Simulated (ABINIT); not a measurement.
# KMgF3 (Pm-3m): a self-consistent loop beyond G0W0, cycle by cycle

Aim: iterate the self-energy on KMgF3 (Pm-3m) and follow the gap from cycle to cycle.

Method: PBE and many-body steps on it, plane waves, in ABINIT 10.8.3.

This is a report of a sequence of runs, with most program output left out.

### 1. The structure

Symmetry: Pm-3m, No. 221, cubic system. Conventional cell: a = 3.986 Å, b = 3.986 Å, c = 3.986 Å, α = 90.00°, β = 90.00°, γ = 90.00°. Nearest to K lie 12 F at 2.82 Å. Nearest to Mg lie 6 F at 1.99 Å. F has 2 Mg at 1.99 Å and 4 K at 2.82 Å nearest. Farther neighbours and most contacts between anions are not listed.

As a file:

```cif
data_structure
_symmetry_space_group_name_H-M 'P 1'
_symmetry_Int_Tables_number 1
_cell_length_a 3.9859
_cell_length_b 3.9859
_cell_length_c 3.9859
_cell_angle_alpha 90.000
_cell_angle_beta 90.000
_cell_angle_gamma 90.000
_cell_volume 63.33
loop_
_atom_site_label
_atom_site_type_symbol
_atom_site_fract_x
_atom_site_fract_y
_atom_site_fract_z
_atom_site_occupancy
K1 K 0.50000 0.50000 0.50000 1
Mg2 Mg 0.00000 0.00000 0.00000 1
F3 F 0.50000 0.00000 0.00000 1
F4 F 0.00000 0.50000 0.00000 1
F5 F 0.00000 0.00000 0.50000 1
```

The cell and positions come from the Crystallography Open Database and are kept as given unless a step says otherwise.

### 2. Empty states on the mesh, 2×2×2 mesh, 67 bands

This step: ABINIT 10.8.3; DFT, PBE, plane waves, norm-conserving pseudopotentials.

The sums over transitions need many empty states on a uniform mesh; this step solves for them.

The input, run.abi:

```
acell 3*1.0 Angstrom
rprim 
  3.985900000000 0.000000000000 0.000000000000
  0.000000000000 3.985900000000 0.000000000000
  0.000000000000 0.000000000000 3.985900000000
ntypat 3
znucl 19 12 9
natom 5
typat 1 2 3 3 3
xred 
  0.500000000000 0.500000000000 0.500000000000
  0.000000000000 0.000000000000 0.000000000000
  0.500000000000 0.000000000000 0.000000000000
  0.000000000000 0.500000000000 0.000000000000
  0.000000000000 0.000000000000 0.500000000000
pp_dirpath "pseudos"
pseudos "K.upf, Mg.upf, F.upf"
ecut 38
ngkpt 2 2 2
nshiftk 1
shiftk 0 0 0
kptopt 1
chksymbreak 0
iscf -2
irdden 1
istwfk *1
nband 67
nbdbuf 6
tolwfr 1e-09
nstep 60
prtvol 0
indata_prefix "in"
outdata_prefix "out"
tmpdata_prefix "tmp"
```

Launch:

```sh
> OMP_NUM_THREADS=1 mpirun -n 4 abinit run.abi > log
```

Run time: 8.5 s. Hardware: 4 MPI ranks of Arm Neoverse V2, shared host; peak memory 0.29 GiB.

This step gave:

| Item | Value |
| --- | --- |
| gap | 7.354 eV |
| k of the valence top | 0.5, 0.5, 0.5 |
| k of the conduction bottom | 0, 0, 0 |
| least direct gap | 7.679 eV |
| k points computed | 4 |
| lowest point of the top converged band, above the valence top | 41.18 eV |

On this mesh the gap is 7.354 eV.

The density comes from a self-consistent run that is not shown.

### 3. Screening, 2×2×2 mesh, 61 bands, screening to 106.1 eV

The RPA dielectric matrix is built and inverted for each q.

This step: RPA screening on PBE, plane waves, norm-conserving pseudopotentials.

Edit run.abi of step 2 so:

```diff
@@ -23,10 +23,11 @@
 chksymbreak 0
-iscf -2
-irdden 1
 istwfk *1
-nband 67
-nbdbuf 6
-tolwfr 1e-09
-nstep 60
-prtvol 0
+occopt 1
+irdwfk 1
+optdriver 3
+nband 61
+ecuteps 3.9
+inclvkb 2
+awtr 1
+symchi 1
 indata_prefix "in"
```

Run time: 5.8 s. Hardware: 4 MPI ranks; peak memory 0.54 GiB.

This step gave:

```yaml
eps_infinity_with_local_fields_on_this_mesh_along_the_program_s_q_direction: 2.007
the_same_without_local_fields: 2.14
plasma_frequency: 29.51 eV
plane_waves_in_the_screening_matrix: 171
```

Local fields lower ε∞ by 6 %. On a Γ-centred mesh this coarse the value itself is usually too large, while a short band sum pulls it down.

### 4. G0W0

The self-energy is evaluated for the states that the input lists, and the levels follow from it, in one-shot runs by the linearised quasiparticle equation.

This step: G0W0 on PBE, plane waves, norm-conserving pseudopotentials.

Edit run.abi of step 3 so:

```diff
@@ -26,8 +26,17 @@
 irdwfk 1
-optdriver 3
+optdriver 4
 nband 61
+gwcalctyp 0
+ecutsigx 38
+symsigma 1
+nkptgw 2
+kptgw 
+  0.5000000000 0.5000000000 0.5000000000
+  0.0000000000 0.0000000000 0.0000000000
+bdgw 
+  18 23
+  18 23
 ecuteps 3.9
-inclvkb 2
-awtr 1
-symchi 1
+irdscr 1
+ppmodel 1
 indata_prefix "in"
```

The job ended after 3.9 s (4 MPI ranks; peak memory 0.64 GiB).

This step gave:

```yaml
g0w0_gap_on_the_points_computed: 11.15 eV
starting_gap_on_the_mesh: 7.354 eV
k_of_the_valence_top: 0.5, 0.5, 0.5
k_of_the_conduction_bottom: 0, 0, 0
z_at_the_valence_top: 0.83
z_at_the_conduction_bottom: 0.899
least_direct_g0w0_gap_on_the_computed_points: 11.51 eV
```

The gap on the mesh goes from 7.35 eV to 11.15 eV, a correction of +3.80 eV.

### 5. evGW0, cycle 1

This step: evGW0 on PBE, plane waves, norm-conserving pseudopotentials.

Edit run.abi of step 4 so:

```diff
@@ -28,12 +28,16 @@
 nband 61
-gwcalctyp 0
+gwcalctyp 10
 ecutsigx 38
 symsigma 1
-nkptgw 2
+nkptgw 4
 kptgw 
+  0.0000000000 0.0000000000 0.0000000000
+  0.5000000000 0.0000000000 0.0000000000
+  0.5000000000 0.5000000000 0.0000000000
   0.5000000000 0.5000000000 0.5000000000
-  0.0000000000 0.0000000000 0.0000000000
 bdgw 
-  18 23
-  18 23
+  12 26
+  12 26
+  12 26
+  12 26
 ecuteps 3.9
```

Elapsed: 11 s, on 4 MPI ranks; peak memory 0.96 GiB; 42 s of CPU time.

Numbers from this step:

| Quantity | Value |
| --- | --- |
| quasiparticle gap on the mesh | 11.75 eV |
| gap of the density functional on the mesh | 7.354 eV |
| k of the valence top | 0.5, 0.5, 0.5 |
| k of the conduction bottom | 0, 0, 0 |
| Z at the valence top | 0.83 |
| Z at the conduction bottom | 0.899 |
| least direct quasiparticle gap on the computed points | 12.12 eV |

Against G0W0 in ABINIT (2×2×2 mesh, 61 bands, screening to 106.1 eV, Godby-Needs plasmon pole), the gap moves by +0.604 eV. This first cycle still uses the starting levels; it takes the full correction, at all points of the mesh, and its linearised value is 11.149 eV.

### 6. evGW0, cycle 2

The corrected levels of the last cycle go back in.

Edit run.abi of step 5 so:

```diff
@@ -45,2 +45,3 @@
 ppmodel 1
+irdqps 1
 indata_prefix "in"
```

It took 11 s on 4 MPI ranks; peak memory 0.96 GiB.

Numbers from this step:

```
quasiparticle gap on the mesh                         : 11.67 eV
gap of the density functional on the mesh             : 7.354 eV
k of the valence top                                  : 0.5, 0.5, 0.5
k of the conduction bottom                            : 0, 0, 0
least direct quasiparticle gap on the computed points : 12.04 eV
```

Against the cycle before, the gap moves by −0.081 eV.

### 7. evGW0, cycle 3

run.abi is that of step 6.

Wall time 11 s (4 MPI ranks); peak memory 0.96 GiB.

This step gave:

```
quasiparticle gap on the mesh                         : 11.67 eV
gap of the density functional on the mesh             : 7.354 eV
k of the valence top                                  : 0.5, 0.5, 0.5
k of the conduction bottom                            : 0, 0, 0
least direct quasiparticle gap on the computed points : 12.03 eV
```

Against the cycle before, the gap moves by −0.003 eV.

### 8. Screening, 2×2×2 mesh, 61 bands, screening to 106.1 eV

This step: RPA screening on PBE, plane waves, norm-conserving pseudopotentials.

Edit run.abi of step 7 so:

```diff
@@ -26,22 +26,13 @@
 irdwfk 1
-optdriver 4
+optdriver 3
 nband 61
+ecuteps 3.9
+inclvkb 2
+awtr 1
+symchi 1
 gwcalctyp 10
-ecutsigx 38
-symsigma 1
-nkptgw 4
-kptgw 
-  0.0000000000 0.0000000000 0.0000000000
-  0.5000000000 0.0000000000 0.0000000000
-  0.5000000000 0.5000000000 0.0000000000
-  0.5000000000 0.5000000000 0.5000000000
-bdgw 
-  12 26
-  12 26
-  12 26
-  12 26
-ecuteps 3.9
-irdscr 1
-ppmodel 1
-irdqps 1
+mbpt_sciss 5.066 eV
+nqptdm 1
+qptdm 
+  0 0 0
 indata_prefix "in"
```

Run time: 4.8 s. Hardware: 4 MPI ranks; peak memory 0.53 GiB; 19 s of CPU time.

Numbers from this step:

| Item | Value |
| --- | --- |
| ε∞ with local fields, on this mesh, along the program's q direction | 1.772 |
| the same without local fields | 1.864 |
| plasma frequency | 29.51 eV |
| plane waves in the screening matrix | 171 |

This screening uses the functional's bands under a rigid shift, the mean opening of the cycle before.

### 9. Screening, 2×2×2 mesh, 61 bands, screening to 106.1 eV

This step: RPA screening on PBE from quasiparticle energies, plane waves, norm-conserving pseudopotentials.

Edit run.abi of step 8 so:

```diff
@@ -32,7 +32,9 @@
 symchi 1
+irdqps 1
 gwcalctyp 10
-mbpt_sciss 5.066 eV
-nqptdm 1
+nqptdm 3
 qptdm 
-  0 0 0
+  0.5000000000 0.0000000000 0.0000000000
+  0.5000000000 0.5000000000 0.0000000000
+  0.5000000000 0.5000000000 0.5000000000
 indata_prefix "in"
```

The input, mrgscr.stdin:

```
2
merged
q0_SCR
out_SCR
1
```

Launch:

```sh
> OMP_NUM_THREADS=1 mpirun -n 4 abinit run.abi > log; mrgscr < mrgscr.stdin
```

Elapsed: 3.4 s, on 4 MPI ranks; peak memory 0.48 GiB.

Numbers from this step:

```yaml
plasma_frequency: 29.51 eV
plane_waves_in_the_screening_matrix: 171
```

This screening reads the quasiparticle levels of the cycle before.

### 10. evGW, cycle 1

This step: evGW on PBE, plane waves, norm-conserving pseudopotentials.

Edit run.abi of step 9 so:

```diff
@@ -26,12 +26,10 @@
 irdwfk 1
-optdriver 3
+optdriver 4
 nband 61
-ecuteps 3.9
-inclvkb 2
-awtr 1
-symchi 1
-irdqps 1
 gwcalctyp 10
-nqptdm 3
-qptdm 
+ecutsigx 38
+symsigma 1
+nkptgw 4
+kptgw 
+  0.0000000000 0.0000000000 0.0000000000
   0.5000000000 0.0000000000 0.0000000000
@@ -39,2 +37,11 @@
   0.5000000000 0.5000000000 0.5000000000
+bdgw 
+  12 26
+  12 26
+  12 26
+  12 26
+ecuteps 3.9
+irdscr 1
+ppmodel 1
+irdqps 1
 indata_prefix "in"
```

Launch:

```sh
> OMP_NUM_THREADS=1 mpirun -n 4 abinit run.abi > log
```

Elapsed: 11 s, on 4 MPI ranks; peak memory 0.96 GiB.

Numbers from this step:

```yaml
quasiparticle_gap_on_the_mesh: 12.46 eV
gap_of_the_density_functional_on_the_mesh: 7.354 eV
k_of_the_valence_top: 0.5, 0.5, 0.5
k_of_the_conduction_bottom: 0, 0, 0
least_direct_quasiparticle_gap_on_the_computed_points: 12.81 eV
```

Against G0W0 in ABINIT (2×2×2 mesh, 61 bands, screening to 106.1 eV, Godby-Needs plasmon pole), the gap moves by +1.306 eV.

### 11. Screening, 2×2×2 mesh, 61 bands, screening to 106.1 eV

This step: RPA screening on PBE, plane waves, norm-conserving pseudopotentials.

Edit run.abi of step 10 so:

```diff
@@ -26,22 +26,13 @@
 irdwfk 1
-optdriver 4
+optdriver 3
 nband 61
+ecuteps 3.9
+inclvkb 2
+awtr 1
+symchi 1
 gwcalctyp 10
-ecutsigx 38
-symsigma 1
-nkptgw 4
-kptgw 
-  0.0000000000 0.0000000000 0.0000000000
-  0.5000000000 0.0000000000 0.0000000000
-  0.5000000000 0.5000000000 0.0000000000
-  0.5000000000 0.5000000000 0.5000000000
-bdgw 
-  12 26
-  12 26
-  12 26
-  12 26
-ecuteps 3.9
-irdscr 1
-ppmodel 1
-irdqps 1
+mbpt_sciss 5.865 eV
+nqptdm 1
+qptdm 
+  0 0 0
 indata_prefix "in"
```

It took 4.7 s on 4 MPI ranks; peak memory 0.54 GiB.

This step gave:

| Item | Value |
| --- | --- |
| ε∞ with local fields, on this mesh, along the program's q direction | 1.746 |
| the same without local fields | 1.833 |
| plasma frequency | 29.51 eV |
| plane waves in the screening matrix | 171 |

This screening uses the functional's bands under a rigid shift, the mean opening of the cycle before.

### 12. Screening, 2×2×2 mesh, 61 bands, screening to 106.1 eV

This step: RPA screening on PBE from quasiparticle energies, plane waves, norm-conserving pseudopotentials.

Edit run.abi of step 11 so:

```diff
@@ -32,7 +32,9 @@
 symchi 1
+irdqps 1
 gwcalctyp 10
-mbpt_sciss 5.865 eV
-nqptdm 1
+nqptdm 3
 qptdm 
-  0 0 0
+  0.5000000000 0.0000000000 0.0000000000
+  0.5000000000 0.5000000000 0.0000000000
+  0.5000000000 0.5000000000 0.5000000000
 indata_prefix "in"
```

mrgscr.stdin is that of step 9.

Launch:

```sh
> OMP_NUM_THREADS=1 mpirun -n 4 abinit run.abi > log; mrgscr < mrgscr.stdin
```

It took 3.4 s on 4 MPI ranks; peak memory 0.48 GiB.

Numbers from this step:

| Quantity | Value |
| --- | --- |
| plasma frequency | 29.51 eV |
| plane waves in the screening matrix | 171 |

This screening reads the quasiparticle levels of the cycle before.

### 13. evGW, cycle 2

This step: evGW on PBE, plane waves, norm-conserving pseudopotentials.

Edit run.abi of step 12 so:

```diff
@@ -26,12 +26,10 @@
 irdwfk 1
-optdriver 3
+optdriver 4
 nband 61
-ecuteps 3.9
-inclvkb 2
-awtr 1
-symchi 1
-irdqps 1
 gwcalctyp 10
-nqptdm 3
-qptdm 
+ecutsigx 38
+symsigma 1
+nkptgw 4
+kptgw 
+  0.0000000000 0.0000000000 0.0000000000
   0.5000000000 0.0000000000 0.0000000000
@@ -39,2 +37,11 @@
   0.5000000000 0.5000000000 0.5000000000
+bdgw 
+  12 26
+  12 26
+  12 26
+  12 26
+ecuteps 3.9
+irdscr 1
+ppmodel 1
+irdqps 1
 indata_prefix "in"
```

Launch:

```sh
> OMP_NUM_THREADS=1 mpirun -n 4 abinit run.abi > log
```

Elapsed: 11 s, on 4 MPI ranks; peak memory 0.96 GiB.

This step gave:

- quasiparticle gap on the mesh: 12.54 eV
- gap of the density functional on the mesh: 7.354 eV
- k of the valence top: 0.5, 0.5, 0.5
- k of the conduction bottom: 0, 0, 0
- least direct quasiparticle gap on the computed points: 12.90 eV

Against the cycle before, the gap moves by +0.086 eV.

### 14. Screening, 2×2×2 mesh, 61 bands, screening to 106.1 eV

This step: RPA screening on PBE, plane waves, norm-conserving pseudopotentials.

Edit run.abi of step 13 so:

```diff
@@ -26,22 +26,13 @@
 irdwfk 1
-optdriver 4
+optdriver 3
 nband 61
+ecuteps 3.9
+inclvkb 2
+awtr 1
+symchi 1
 gwcalctyp 10
-ecutsigx 38
-symsigma 1
-nkptgw 4
-kptgw 
-  0.0000000000 0.0000000000 0.0000000000
-  0.5000000000 0.0000000000 0.0000000000
-  0.5000000000 0.5000000000 0.0000000000
-  0.5000000000 0.5000000000 0.5000000000
-bdgw 
-  12 26
-  12 26
-  12 26
-  12 26
-ecuteps 3.9
-irdscr 1
-ppmodel 1
-irdqps 1
+mbpt_sciss 5.950 eV
+nqptdm 1
+qptdm 
+  0 0 0
 indata_prefix "in"
```

Run time: 4.7 s. Hardware: 4 MPI ranks; peak memory 0.54 GiB; 19 s of CPU time.

Numbers from this step:

```
ε∞ with local fields, on this mesh, along the program's q direction : 1.743
the same without local fields                                       : 1.830
plasma frequency                                                    : 29.51 eV
plane waves in the screening matrix                                 : 171
```

This screening uses the functional's bands under a rigid shift, the mean opening of the cycle before.

### 15. Screening, 2×2×2 mesh, 61 bands, screening to 106.1 eV

This step: RPA screening on PBE from quasiparticle energies, plane waves, norm-conserving pseudopotentials.

Edit run.abi of step 14 so:

```diff
@@ -32,7 +32,9 @@
 symchi 1
+irdqps 1
 gwcalctyp 10
-mbpt_sciss 5.950 eV
-nqptdm 1
+nqptdm 3
 qptdm 
-  0 0 0
+  0.5000000000 0.0000000000 0.0000000000
+  0.5000000000 0.5000000000 0.0000000000
+  0.5000000000 0.5000000000 0.5000000000
 indata_prefix "in"
```

mrgscr.stdin is that of step 12.

Launch:

```sh
> OMP_NUM_THREADS=1 mpirun -n 4 abinit run.abi > log; mrgscr < mrgscr.stdin
```

It took 3.4 s on 4 MPI ranks; peak memory 0.48 GiB.

Numbers from this step:

```
plasma frequency                    : 29.51 eV
plane waves in the screening matrix : 171
```

This screening reads the quasiparticle levels of the cycle before.

### 16. evGW, cycle 3

This step: evGW on PBE, plane waves, norm-conserving pseudopotentials.

Edit run.abi of step 15 so:

```diff
@@ -26,12 +26,10 @@
 irdwfk 1
-optdriver 3
+optdriver 4
 nband 61
-ecuteps 3.9
-inclvkb 2
-awtr 1
-symchi 1
-irdqps 1
 gwcalctyp 10
-nqptdm 3
-qptdm 
+ecutsigx 38
+symsigma 1
+nkptgw 4
+kptgw 
+  0.0000000000 0.0000000000 0.0000000000
   0.5000000000 0.0000000000 0.0000000000
@@ -39,2 +37,11 @@
   0.5000000000 0.5000000000 0.5000000000
+bdgw 
+  12 26
+  12 26
+  12 26
+  12 26
+ecuteps 3.9
+irdscr 1
+ppmodel 1
+irdqps 1
 indata_prefix "in"
```

Launch:

```sh
> OMP_NUM_THREADS=1 mpirun -n 4 abinit run.abi > log
```

Elapsed: 11 s, on 4 MPI ranks; peak memory 0.95 GiB.

This step gave:

* quasiparticle gap on the mesh: 12.55 eV
* gap of the density functional on the mesh: 7.354 eV
* k of the valence top: 0.5, 0.5, 0.5
* k of the conduction bottom: 0, 0, 0
* least direct quasiparticle gap on the computed points: 12.91 eV

Against the cycle before, the gap moves by +0.008 eV.

### 17. The runs together

Times are wall times on 4 MPI ranks of Arm Neoverse V2, shared host, good to a factor of about two. A run's time includes the screening step that it read.

| run | mesh | bands | screening cutoff (eV) | DFT gap (eV) | gap on the mesh (eV) | direct (eV) | ε∞ used | time |
| --- | --- | --- | --- | --- | --- | --- | --- | --- |
| G0W0 | 2×2×2 | 61 | 106.1 | 7.354 | 11.149 | 11.510 | 2.01 | 9.8 s |
| evGW0, cycle 1 | 2×2×2 | 61 | 106.1 | 7.354 | 11.753 | 12.118 | 2.01 | 16 s |
| evGW0, cycle 2 | 2×2×2 | 61 | 106.1 | 7.354 | 11.672 | 12.036 | 2.01 | 17 s |
| evGW0, cycle 3 | 2×2×2 | 61 | 106.1 | 7.354 | 11.669 | 12.033 | 2.01 | 16 s |
| evGW, cycle 1 | 2×2×2 | 61 | 106.1 | 7.354 | 12.455 | 12.812 | 1.77 | 19 s |
| evGW, cycle 2 | 2×2×2 | 61 | 106.1 | 7.354 | 12.541 | 12.898 | 1.75 | 19 s |
| evGW, cycle 3 | 2×2×2 | 61 | 106.1 | 7.354 | 12.549 | 12.906 | 1.74 | 19 s |

### 18. What came out

```json
{"G0W0": "11.149 eV", "evGW0, cycle 1": "11.753 eV", "evGW0, cycle 2": "11.672 eV", "evGW0, cycle 3": "11.669 eV", "evGW, cycle 1": "12.455 eV", "evGW, cycle 2": "12.541 eV", "evGW, cycle 3": "12.549 eV", "known limits": "not at the basis limit; coarse k mesh"}
```

In words: Only the bands that the input lists are updated; the others, empty or deep, keep the functional's energies or take a rigid shift. The evGW loop starts from the last levels of evGW0, so its cycles and time come on top of those. evGW0 ends at 11.67 eV, +0.52 eV from G0W0, after 3 cycles that took 32 s beside the first screening; the last moved the gap by 0.003 eV. evGW ends at 12.55 eV, +1.40 eV from G0W0, after 3 cycles that took 57 s beside the first screening; the last moved the gap by 0.008 eV. The first cycle of evGW0 takes the full correction, without the factor Z, so it overshoots the one-shot value. Bands and cutoff are finite, so the gap is not at the basis limit. The miss can reach some tenths of an eV and take either sign; the mesh is an error of its own. The 2×2×2 mesh is coarse for this cell, which bears on the long-range parts of exchange and screening. This is the ideal cubic cell; many perovskites, halides above all, are cubic only on average, and local tilts or off-centring can widen the gap. In the updated screening the q = 0 part is built from Kohn-Sham bands under a rigid shift, the other q from the quasiparticle levels.

[Paths, hosts, dates, memory and timing lines, banners, echoed tables and standing remarks are left out of the program output.]

[Logs are printed without paths, hosts, clocks, repeated set-up lines and the standing remarks that a program may print on its own settings, such as how far it seeks lower states.]

[Runs of the session that timed out or met a known fault of the program may be left out.]

[Hosts, paths, dates, database ids (printed as entryN), source tags and the programs' standing remarks are cut or masked in the printed files.]

[G0W0 gaps are taken among the corrected bands and points alone; a level outside them can change the order at an edge.]

[Where Ansatz stands beside ABINIT at settings called matched, ABINIT's density can come from a denser mesh and the files from another edition; pairs whose starting gaps differed by over 0.03 eV were left out, so agreement reads better than it is.]
